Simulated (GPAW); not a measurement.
## Mg/Al(100): work function by functional and basis

Wanted: work functions and dipole of Mg/Al(100), with the cost of each level.

Method: GPAW, PAW setups; slab in vacuum, relaxation, in the first sound run; inputs show where later runs differ, in GPAW 26.7.0.

## (1) The starting structure

The cell holds 5 atoms: 4 Al and 1 Mg. Cell: a = 2.864 Å, b = 2.864 Å, c = 23.937 Å, α = 90.0°, β = 90.0°, γ = 90.0°. Vacuum lies along c.

## (2) Relaxing the atoms

The atoms are relaxed first, since the surface dipole, and with it the work function, follows the positions of the outer layers. The lowest 2 atoms are held at bulk positions and keep their forces.

run.py

```python
import json
import numpy as np
from ase import Atoms
from ase.constraints import FixAtoms
from ase.optimize import BFGS
from gpaw import GPAW, PW

slab = Atoms(
    ['Al', 'Al', 'Al', 'Al', 'Mg'],
    positions=[
        [1.43189, 1.43189, 8.00000],
        [0.00000, 0.00000, 10.02500],
        [1.43189, 1.43189, 12.05000],
        [0.00000, 0.00000, 14.07500],
        [1.43189, 1.43189, 15.93709]],
    cell=[[2.86378, 0.0, 0.0], [0.0, 2.86378, 0.0], [0.0, 0.0, 23.93709]],
    pbc=[True, True, False])

slab.calc = GPAW(mode=PW(400), xc='PBE', kpts={'size': (11, 11, 1), 'gamma': True},
                 occupations={'name': 'fermi-dirac', 'width': 0.1}, nbands='200%',
                 convergence={'density': 1e-05}, maxiter=200,
                 poissonsolver={'dipolelayer': 'xy'},
                 symmetry={'tolerance': 1e-3, 'extra_ids': [1, 1, 0, 0, 0]}, txt='slab.txt')
result = {}
slab.set_constraint(FixAtoms([0, 1]))
path = []
opt = BFGS(slab, maxstep=0.2)
opt.attach(lambda: path.append((slab.get_potential_energy(), slab.positions.tolist(), slab.get_forces().tolist())))
result['relaxed'] = bool(opt.run(fmax=0.03, steps=40))
result['path'] = path
energy = slab.get_potential_energy()
fermi = slab.calc.get_fermi_level()
v = slab.calc.get_electrostatic_potential().mean((0, 1)) - fermi
n = slab.calc.get_pseudo_density().mean((0, 1))
L = slab.cell[2, 2]
z = np.arange(len(v)) * L / len(v)
low, high = slab.positions[:, 2].min(), slab.positions[:, 2].max()
below, above = np.interp([low - 5.8, high + 5.8], z, v)
slopes = [np.interp(x, z, np.gradient(v, z)) for x in (low - 5.8, high + 5.8)]
eps = np.array([[slab.calc.get_eigenvalues(k, s) for k in range(len(slab.calc.get_ibz_k_points()))]
                for s in range(slab.calc.get_number_of_spins())]) - fermi
top, bottom = eps[eps < 0].max(), eps[eps > 0].min()
dipole = slab.get_dipole_moment()[2]
print(f'energy {energy:.4f} eV, Fermi level {fermi:.4f} eV, dipole {dipole:.5f} e A')
print(f'potential 5.8 A off the faces, from the Fermi level: lower {below:.4f} eV, upper {above:.4f} eV')
print(f'slope of the potential there: lower {slopes[0]:.5f}, upper {slopes[1]:.5f} eV/A')
print(f'nearest levels on the mesh: {top:.4f} and {bottom:.4f} eV')
print('magnetic moment', round(slab.get_magnetic_moment(), 3))
result.update(energy=energy, fermi=fermi, dipole=dipole, below=below, above=above, slopes=slopes, edges=[top, bottom],
              z=z.tolist(), v=v.tolist(), n=n.tolist(), positions=slab.positions.tolist(),
              forces=slab.get_forces(apply_constraint=False).tolist(), moments=slab.get_magnetic_moments().tolist())
json.dump(result, open('result.json', 'w'))
```

Launch:

```bash
$ OMP_NUM_THREADS=1 OPENBLAS_NUM_THREADS=1 python run.py
```

Output:

```text
Step          Energy          fmax
BFGS:    0      -15.409583        1.147719
BFGS:    1      -15.439573        1.030378
BFGS:    2      -15.553136        0.329296
BFGS:    3      -15.560085        0.298737
BFGS:    4      -15.566020        0.320726
BFGS:    5      -15.572863        0.330186
BFGS:    6      -15.578860        0.258239
BFGS:    7      -15.582151        0.155576
BFGS:    8      -15.583716        0.180366
BFGS:    9      -15.584861        0.187533
BFGS:   10      -15.587510        0.180420
BFGS:   11      -15.592507        0.169938
BFGS:   12      -15.599587        0.143913
BFGS:   13      -15.603919        0.092302
BFGS:   14      -15.605141        0.028055
energy -15.5658 eV, Fermi level 0.6354 eV, dipole 0.02119 e A
potential 5.8 A off the faces, from the Fermi level: lower 4.3020 eV, upper 3.8351 eV
slope of the potential there: lower -0.00006, upper 0.00016 eV/A
nearest levels on the mesh: -0.0003 and 0.0007 eV
magnetic moment 0.0
```

Elapsed: 7.9 min, on 1 thread of Arm Neoverse V1, shared host; peak memory 0.2 GiB.

The steps of the relaxation:

| step | energy less that of the first step (eV) | largest force (eV/Å) |
| --- | --- | --- |
| 1 | 0.0000 | 1.1477 |
| 2 | -0.0301 | 1.0304 |
| 3 | -0.1423 | 0.3293 |
| 4 | -0.1487 | 0.2987 |
| 5 | -0.1542 | 0.3207 |
| 6 | -0.1609 | 0.3302 |
| 7 | -0.1670 | 0.2582 |
| 8 | -0.1706 | 0.1556 |
| 9 | -0.1725 | 0.1804 |
| 10 | -0.1738 | 0.1875 |
| 11 | -0.1768 | 0.1804 |
| 12 | -0.1820 | 0.1699 |
| 13 | -0.1889 | 0.1439 |
| 14 | -0.1926 | 0.0923 |
| 15 | -0.1935 | 0.0281 |

The atoms that moved most (Å):

| atom | dx | dy | dz | length |
| --- | --- | --- | --- | --- |
| Mg5 | 0.000 | 0.000 | 0.439 | 0.439 |
| Al4 | 0.000 | 0.000 | 0.070 | 0.070 |
| Al3 | 0.000 | 0.000 | 0.018 | 0.018 |

The relaxed structure:

```xyz
5
Lattice="2.8638 0.0000 0.0000 0.0000 2.8638 0.0000 0.0000 0.0000 23.9371" Properties=species:S:1:pos:R:3
Al    1.4319    1.4319    8.0000
Al    0.0000    0.0000   10.0250
Al    1.4319    1.4319   12.0682
Al    0.0000    0.0000   14.1451
Mg    1.4319    1.4319   16.3763
```

Numbers from this step:

| Property | Result |
| --- | --- |
| dipole along the normal | 0.02119 e·Å |
| levels nearest the Fermi level on the mesh | -2.72e-4, 6.98e-4 eV from the Fermi level |
| upper work function | 3.835 eV |
| lower work function | 4.302 eV |

The electrostatic potential energy of an electron (without an applied field's), less the Fermi level, planar mean oscillates, so the rows of the table below give means over windows of 2.14 Å about each position, cut where the curve ends. Its maxima inside the range that stand out by 2 % of the span (Å: eV): 9.0: -2.03, 11.0: -1.85, 13.1: -1.66, 15.3: -0.590. Its minima: 8.0: -13.3, 10.0: -13.5, 12.1: -13.5, 14.1: -13.3, 16.3: -11.1.

Electrostatic potential energy of an electron (without an applied field's), less the Fermi level, planar mean against z; means over each step:

| z (Å) | electrostatic potential energy of an electron (without an applied field's), less the Fermi level, planar mean (eV) |
| --- | --- |
| 1.07 | 4.28 |
| 3.21 | 4.30 |
| 5.35 | 4.13 |
| 7.49 | -5.00 |
| 9.63 | -6.98 |
| 11.77 | -6.82 |
| 13.91 | -6.64 |
| 16.05 | -5.21 |
| 18.19 | 2.43 |
| 20.33 | 3.82 |
| 22.47 | 3.84 |

The pseudo valence density, planar mean by z:

| z (Å) | pseudo valence density, planar mean (e/Å³) |
| --- | --- |
| 4 | 6.9e-5 |
| 5 | 9.4e-4 |
| 6 | 0.0114 |
| 7 | 0.0926 |
| 8 | 0.135 |
| 9 | 0.195 |
| 10 | 0.135 |
| 11 | 0.196 |
| 12 | 0.135 |
| 13 | 0.190 |
| 14 | 0.144 |
| 15 | 0.165 |
| 16 | 0.604 |
| 17 | 0.183 |
| 18 | 0.0253 |
| 19 | 0.00324 |
| 20 | 3.3e-4 |
| 21 | 3.0e-5 |

The relaxation lowered the energy of the cell by 0.193 eV (energies extrapolated to zero smearing; the optimiser's log prints free energies). The largest force left on a free atom is 0.028 eV/Å.

## (3) Plane waves, PBE

With the geometry fixed, the planar mean of the potential gives the vacuum level on each side.

This step: GPAW, PAW setups; slab in vacuum (GPAW 26.7.0).

Changes to run.py since step 2:

```diff
@@ -3,4 +3,2 @@
 from ase import Atoms
-from ase.constraints import FixAtoms
-from ase.optimize import BFGS
 from gpaw import GPAW, PW
@@ -12,5 +10,5 @@
         [0.00000, 0.00000, 10.02500],
-        [1.43189, 1.43189, 12.05000],
-        [0.00000, 0.00000, 14.07500],
-        [1.43189, 1.43189, 15.93709]],
+        [1.43189, 1.43189, 12.06822],
+        [-0.00000, 0.00000, 14.14506],
+        [1.43189, 1.43189, 16.37634]],
     cell=[[2.86378, 0.0, 0.0], [0.0, 2.86378, 0.0], [0.0, 0.0, 23.93709]],
@@ -22,10 +20,4 @@
                  poissonsolver={'dipolelayer': 'xy'},
-                 symmetry={'tolerance': 1e-3, 'extra_ids': [1, 1, 0, 0, 0]}, txt='slab.txt')
+                 symmetry={'tolerance': 1e-3}, txt='slab.txt')
 result = {}
-slab.set_constraint(FixAtoms([0, 1]))
-path = []
-opt = BFGS(slab, maxstep=0.2)
-opt.attach(lambda: path.append((slab.get_potential_energy(), slab.positions.tolist(), slab.get_forces().tolist())))
-result['relaxed'] = bool(opt.run(fmax=0.03, steps=40))
-result['path'] = path
 energy = slab.get_potential_energy()
```

Output:

```text
energy -15.5658 eV, Fermi level 0.6354 eV, dipole 0.02119 e A
potential 5.8 A off the faces, from the Fermi level: lower 4.3020 eV, upper 3.8350 eV
slope of the potential there: lower -0.00006, upper 0.00016 eV/A
nearest levels on the mesh: -0.0003 and 0.0007 eV
magnetic moment 0.0
```

The job ended after 35 s (1 thread; peak memory 0.2 GiB).

Numbers from this step:

```
levels nearest the Fermi level on the mesh : -2.74e-4, 7.00e-4 eV from the Fermi level
```

The electrostatic potential energy of an electron (without an applied field's), less the Fermi level, planar mean oscillates, so the rows of the table below give means over windows of 2.14 Å about each position, cut where the curve ends. Its maxima inside the range that stand out by 2 % of the span (Å: eV): 9.0: -2.03, 11.0: -1.85, 13.1: -1.66, 15.3: -0.590. Its minima: 8.0: -13.3, 10.0: -13.5, 12.1: -13.5, 14.1: -13.3, 16.3: -11.1.

The electrostatic potential energy of an electron (without an applied field's), less the Fermi level, planar mean by z; means over each step:

z (Å), electrostatic potential energy of an electron (without an applied field's), less the Fermi level, planar mean (eV) and a bar from the least value:
```
     1.07        4.3 ##############################
     3.21        4.3 ##############################
     5.35        4.1 ##############################
     7.49       -5.0 #####
     9.63       -7.0 
    11.77       -6.8 
    13.91       -6.6 #
    16.05       -5.2 #####
    18.19        2.4 #########################
    20.33        3.8 #############################
    22.47        3.8 #############################
```

Table of pseudo valence density, planar mean by z:

(Unchanged from step 2.)

Force by atom:

| atom | x (eV/Å) | y (eV/Å) | z (eV/Å) | size |
| --- | --- | --- | --- | --- |
| Al1 | 0.000 | 0.000 | -0.099 | 0.099 |
| Al2 | 0.000 | 0.000 | 0.112 | 0.112 |
| Al3 | 0.000 | 0.000 | -0.002 | 0.002 |
| Al4 | 0.000 | 0.000 | -0.028 | 0.028 |
| Mg5 | 0.000 | 0.000 | 0.017 | 0.017 |

The potential is flat to 1.6e-4 eV/Å where it is read, so the vacuum is wide enough.

## (4) Self-consistent run: xc = "vdW-DF2"

The same geometry under vdW-DF2, to see how far the functional moves the levels against the vacuum (the van der Waals functionals take revPBE setups).

Changes to run.py since step 3:

```diff
@@ -16,3 +16,3 @@
 
-slab.calc = GPAW(mode=PW(400), xc='PBE', kpts={'size': (11, 11, 1), 'gamma': True},
+slab.calc = GPAW(mode=PW(400), xc='vdW-DF2', kpts={'size': (11, 11, 1), 'gamma': True},
                  occupations={'name': 'fermi-dirac', 'width': 0.1}, nbands='200%',
```

Output:

```text
energy -121.1385 eV, Fermi level 0.5466 eV, dipole 0.02265 e A
potential 5.8 A off the faces, from the Fermi level: lower 4.4697 eV, upper 3.9704 eV
slope of the potential there: lower -0.00023, upper 0.00051 eV/A
nearest levels on the mesh: -0.0061 and 0.1148 eV
magnetic moment 0.0
```

Run time: 45 s. Hardware: 1 thread; peak memory 0.31 GiB.

This step gave:

| Quantity | Value |
| --- | --- |
| dipole along the normal | 0.02265 e·Å |
| levels nearest the Fermi level on the mesh | -0.006096, 0.1148 eV from the Fermi level |
| upper work function | 3.970 eV |
| lower work function | 4.470 eV |

The electrostatic potential energy of an electron (without an applied field's), less the Fermi level, planar mean oscillates, so the rows of the table below give means over windows of 2.14 Å about each position, cut where the curve ends. Its maxima inside the range that stand out by 2 % of the span (Å: eV): 9.0: -2.04, 11.0: -1.85, 13.1: -1.67, 15.3: -0.609. Its minima: 8.0: -13.2, 10.0: -13.4, 12.1: -13.4, 14.1: -13.3, 16.3: -10.9.

The electrostatic potential energy of an electron (without an applied field's), less the Fermi level, planar mean by z; means over each step:

z (Å), electrostatic potential energy of an electron (without an applied field's), less the Fermi level, planar mean (eV) and a bar from the least value:
```
     1.07        4.4 ##############################
     3.21        4.5 ##############################
     5.35        4.3 #############################
     7.49       -4.9 #####
     9.63       -7.0 
    11.77       -6.8 
    13.91       -6.6 #
    16.05       -5.1 #####
    18.19        2.5 #########################
    20.33        4.0 #############################
    22.47        4.0 #############################
```

Pseudo valence density, planar mean against z:

z (Å), pseudo valence density, planar mean (e/Å³) and a bar:
```
        4       0.00 
        5       0.00 
        6       0.01 #
        7       0.09 #####
        8       0.14 #######
        9       0.19 ##########
       10       0.14 #######
       11       0.20 ##########
       12       0.14 #######
       13       0.19 #########
       14       0.14 #######
       15       0.16 ########
       16       0.60 ##############################
       17       0.19 #########
       18       0.02 #
       19       0.00 
       20       0.00 
       21       0.00
```

Force by atom:

| atom | x (eV/Å) | y (eV/Å) | z (eV/Å) | size |
| --- | --- | --- | --- | --- |
| Al1 | 0.000 | 0.000 | -0.255 | 0.255 |
| Al2 | 0.000 | 0.000 | 0.141 | 0.141 |
| Al3 | 0.000 | 0.000 | -0.020 | 0.020 |
| Al4 | 0.000 | 0.000 | 0.011 | 0.011 |
| Mg5 | 0.000 | 0.000 | 0.121 | 0.121 |

The upper face's work function is 3.970 eV, against 3.835 eV in the first plane-wave PBE run at this geometry.

## (5) Self-consistent run: xc = "revPBE"

The same geometry under revPBE, to see how far the functional moves the levels against the vacuum.

Changes to run.py since step 4:

```diff
@@ -16,3 +16,3 @@
 
-slab.calc = GPAW(mode=PW(400), xc='vdW-DF2', kpts={'size': (11, 11, 1), 'gamma': True},
+slab.calc = GPAW(mode=PW(400), xc='revPBE', kpts={'size': (11, 11, 1), 'gamma': True},
                  occupations={'name': 'fermi-dirac', 'width': 0.1}, nbands='200%',
```

Output:

```text
energy -14.5758 eV, Fermi level 0.7050 eV, dipole 0.02112 e A
potential 5.8 A off the faces, from the Fermi level: lower 4.2390 eV, upper 3.7736 eV
slope of the potential there: lower -0.00006, upper 0.00017 eV/A
nearest levels on the mesh: -0.0322 and 0.0006 eV
magnetic moment 0.0
```

Run time: 35 s. Hardware: 1 thread; peak memory 0.2 GiB.

Numbers from this step:

```
dipole along the normal                    : 0.02112 e·Å
levels nearest the Fermi level on the mesh : -0.03220, 6.02e-4 eV from the Fermi level
upper work function                        : 3.774 eV
lower work function                        : 4.239 eV
```

The electrostatic potential energy of an electron (without an applied field's), less the Fermi level, planar mean by z:

| z (Å) | electrostatic potential energy of an electron (without an applied field's), less the Fermi level, planar mean (eV) |
| --- | --- |
| 0.0 | 4.01 |
| 0.5 | 4.24 |
| 1.0 | 4.24 |
| 1.5 | 4.24 |
| 2.0 | 4.24 |
| 2.5 | 4.24 |
| 3.0 | 4.24 |
| 3.5 | 4.24 |
| 4.0 | 4.24 |
| 4.5 | 4.23 |
| 5.0 | 4.21 |
| 5.5 | 4.15 |
| 6.0 | 3.92 |
| 6.5 | 3.12 |
| 7.0 | 0.539 |
| 7.5 | -6.16 |
| 8.0 | -13.3 |
| 8.5 | -6.62 |
| 9.0 | -2.11 |
| 9.5 | -6.28 |
| 10.0 | -13.4 |
| 10.5 | -7.11 |
| 11.0 | -1.95 |
| 11.5 | -5.52 |
| 12.0 | -13.2 |
| 12.5 | -7.85 |
| 13.0 | -1.95 |
| 13.5 | -4.39 |
| 14.0 | -12.6 |
| 14.5 | -9.10 |
| 15.0 | -1.78 |
| 15.5 | -1.30 |
| 16.0 | -7.08 |
| 16.5 | -10.6 |
| 17.0 | -3.62 |
| 17.5 | 0.827 |
| 18.0 | 2.73 |
| 18.5 | 3.43 |
| 19.0 | 3.66 |
| 19.5 | 3.74 |
| 20.0 | 3.76 |
| 20.5 | 3.77 |
| 21.0 | 3.77 |
| 21.5 | 3.77 |
| 22.0 | 3.77 |
| 22.5 | 3.77 |
| 23.0 | 3.77 |
| 23.5 | 3.77 |

The upper face's work function is 3.774 eV, against 3.835 eV in the first plane-wave PBE run at this geometry.

## (6) Self-consistent run: xc = "RPBE"

The same geometry under RPBE, to see how far the functional moves the levels against the vacuum.

Changes to run.py since step 5:

```diff
@@ -16,3 +16,3 @@
 
-slab.calc = GPAW(mode=PW(400), xc='revPBE', kpts={'size': (11, 11, 1), 'gamma': True},
+slab.calc = GPAW(mode=PW(400), xc='RPBE', kpts={'size': (11, 11, 1), 'gamma': True},
                  occupations={'name': 'fermi-dirac', 'width': 0.1}, nbands='200%',
```

Output:

```text
energy -14.4230 eV, Fermi level 0.7161 eV, dipole 0.02118 e A
potential 5.8 A off the faces, from the Fermi level: lower 4.2383 eV, upper 3.7715 eV
slope of the potential there: lower -0.00007, upper 0.00017 eV/A
nearest levels on the mesh: -0.0335 and 0.0007 eV
magnetic moment 0.0
```

Elapsed: 35 s, on 1 thread; peak memory 0.2 GiB.

This step gave:

* dipole along the normal: 0.02118 e·Å
* levels nearest the Fermi level on the mesh: -0.03347, 6.61e-4 eV from the Fermi level
* upper work function: 3.771 eV
* lower work function: 4.238 eV

The upper face's work function is 3.771 eV, against 3.835 eV in the first plane-wave PBE run at this geometry.

## (7) OptPBE vdW: xc = "optPBE-vdW"

The same geometry under optPBE-vdW, to see how far the functional moves the levels against the vacuum (the van der Waals functionals take revPBE setups).

Changes to run.py since step 6:

```diff
@@ -16,3 +16,3 @@
 
-slab.calc = GPAW(mode=PW(400), xc='RPBE', kpts={'size': (11, 11, 1), 'gamma': True},
+slab.calc = GPAW(mode=PW(400), xc='optPBE-vdW', kpts={'size': (11, 11, 1), 'gamma': True},
                  occupations={'name': 'fermi-dirac', 'width': 0.1}, nbands='200%',
```

Output:

```text
energy -40.6130 eV, Fermi level 0.5920 eV, dipole 0.02209 e A
potential 5.8 A off the faces, from the Fermi level: lower 4.4275 eV, upper 3.9405 eV
slope of the potential there: lower -0.00009, upper 0.00023 eV/A
nearest levels on the mesh: -0.0016 and 0.0025 eV
magnetic moment 0.0
```

Elapsed: 46 s, on 1 thread; peak memory 0.31 GiB.

Numbers from this step:

```
dipole along the normal                    : 0.02209 e·Å
levels nearest the Fermi level on the mesh : -0.001611, 0.002455 eV from the Fermi level
upper work function                        : 3.941 eV
lower work function                        : 4.427 eV
```

The upper face's work function is 3.941 eV, against 3.835 eV in the first plane-wave PBE run at this geometry.

## (8) Self-consistent run: xc = "LDA"

The same geometry under LDA, to see how far the functional moves the levels against the vacuum.

Changes to run.py since step 7:

```diff
@@ -16,3 +16,3 @@
 
-slab.calc = GPAW(mode=PW(400), xc='optPBE-vdW', kpts={'size': (11, 11, 1), 'gamma': True},
+slab.calc = GPAW(mode=PW(400), xc='LDA', kpts={'size': (11, 11, 1), 'gamma': True},
                  occupations={'name': 'fermi-dirac', 'width': 0.1}, nbands='200%',
```

Output:

```text
energy -17.4656 eV, Fermi level 0.4727 eV, dipole 0.02204 e A
potential 5.8 A off the faces, from the Fermi level: lower 4.4496 eV, upper 3.9638 eV
slope of the potential there: lower -0.00006, upper 0.00015 eV/A
nearest levels on the mesh: -0.0007 and 0.0009 eV
magnetic moment 0.0
```

It took 33 s on 1 thread; peak memory 0.2 GiB.

This step gave:

* dipole along the normal: 0.02204 e·Å
* levels nearest the Fermi level on the mesh: -6.59e-4, 9.44e-4 eV from the Fermi level
* upper work function: 3.964 eV
* lower work function: 4.450 eV

The upper face's work function is 3.964 eV, against 3.835 eV in the first plane-wave PBE run at this geometry.

[end of part 1 of 2]

[Logs are printed without paths, hosts, clocks, repeated set-up lines and the standing remarks that a program may print on its own settings, such as how far it seeks lower states.]

[Hosts, paths, dates, database ids (printed as entryN), source tags and the programs' standing remarks are cut or masked in the printed files.]
